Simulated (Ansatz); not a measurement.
## CdPb in the L11 ordering: lattice stability ahead of a resistivity run: relaxation

Ansatz 0.2.0; DFT PBE, scalar-relativistic, plane waves, PAW.

The structure was built from a prototype and need not be the compound's stable phase.

The structure is trigonal, space group R-3m (No. 166). Conventional cell: a = 3.324 Å, b = 3.324 Å, c = 16.284 Å, α = 90.00°, β = 90.00°, γ = 120.00°. Nearest to Cd lie 6 Pb at 3.32 Å and 6 Cd at 3.32 Å. Pb has 6 Cd at 3.32 Å and 6 Pb at 3.32 Å nearest. Farther neighbours are not listed.

Relaxation path:

| step | energy less that of the first step (eV) | largest force component (eV/Å) | pressure (GPa) | volume (Å³) |
| --- | --- | --- | --- | --- |
| 1 | 0.0000 | 0.0000 | 3.93 | 51.93 |
| 2 | -0.0546 | 0.0000 | -0.25 | 56.89 |
| 3 | -0.0573 | 0.0000 | -0.14 | 56.66 |
| 4 | -0.0646 | 0.0000 | 0.51 | 55.83 |
| 5 | -0.0665 | 0.0000 | 0.38 | 56.17 |
| 6 | -0.0671 | 0.0000 | 0.03 | 56.71 |
| 7* | -0.0681 | 0.0000 | 0.04 | 56.71 |
| 8 | -0.0681 | 0.0000 | 0.01 | 56.80 |
| 9* | -0.0681 | 0.0000 | 0.01 | 56.80 |

Relaxation steps marked * repeat the geometry before them on a plane-wave basis chosen anew for their cell, so energy and pressure can jump there.

Forces are held to the 12 operations that the run works with; a distortion that breaks them can't arise in this run.

| conventional cell, symmetrised | before | after | change |
| --- | --- | --- | --- |
| a (Å) | 3.324 | 3.579 | +7.7 % |
| b (Å) | 3.324 | 3.579 | +7.7 % |
| c (Å) | 16.284 | 15.361 | -5.7 % |
| volume (Å³/atom) | 25.97 | 28.40 | +9.4 % |

The relaxed structure:

```cif
data_structure
_symmetry_space_group_name_H-M 'P 1'
_symmetry_Int_Tables_number 1
_cell_length_a 5.5215
_cell_length_b 5.5215
_cell_length_c 5.5215
_cell_angle_alpha 37.822
_cell_angle_beta 37.822
_cell_angle_gamma 37.822
_cell_volume 56.80
loop_
_atom_site_label
_atom_site_type_symbol
_atom_site_fract_x
_atom_site_fract_y
_atom_site_fract_z
_atom_site_occupancy
Cd1 Cd 0.00000 0.00000 0.00000 1
Pb2 Pb 0.50000 0.50000 0.50000 1
```

Numbers from this step:

| Quantity | Value |
| --- | --- |
| pressure | 0.007636 GPa |
| volume per atom | 28.40 Å³ |
| metallic on mesh | yes |
| gap on the k-mesh | 0 eV |

Q: Write an input that reproduces this.

The system, level and task follow from the heading and the kind of results. Meshes, cutoffs and thresholds can't be read from the results; these are the ones that the run used.

Input file input.yaml:

```yaml
crystal:
  lattice:
    - [4.70067, 2.35033, 2.35033]
    - [2.35033, 4.70067, 2.35033]
    - [2.35033, 2.35033, 4.70067]
  atoms:
    - { symbol: Cd, position: [0.0, 0.0, 0.0] }
    - { symbol: Pb, position: [0.5, 0.5, 0.5] }
kpoints:
  mp_grid: { grid: [12, 12, 12] }
hamiltonian:
  xc: pbe
scf:
  occupations: { method: gaussian, width: 0.1 }
output:
  forces: true
  stress: true
  eigenvalues: true
relax:
  adjacent_minimum: "off"
  f_tol: 0.005
  max_steps: 80
  cell: { stress_tol: 0.05 }
```

On the command line:

```sh
$ ansatz run input.yaml --threads 4 --pin off --max-ram 8192MiB --backend cpu --events-out ev --progress --plain --runs-dir out
```

[Logs are printed without paths, hosts, clocks, repeated set-up lines and the standing remarks that a program may print on its own settings, such as how far it seeks lower states.]

[Hosts, paths, dates, database ids (printed as entryN), source tags and the programs' standing remarks are cut or masked in the printed files.]
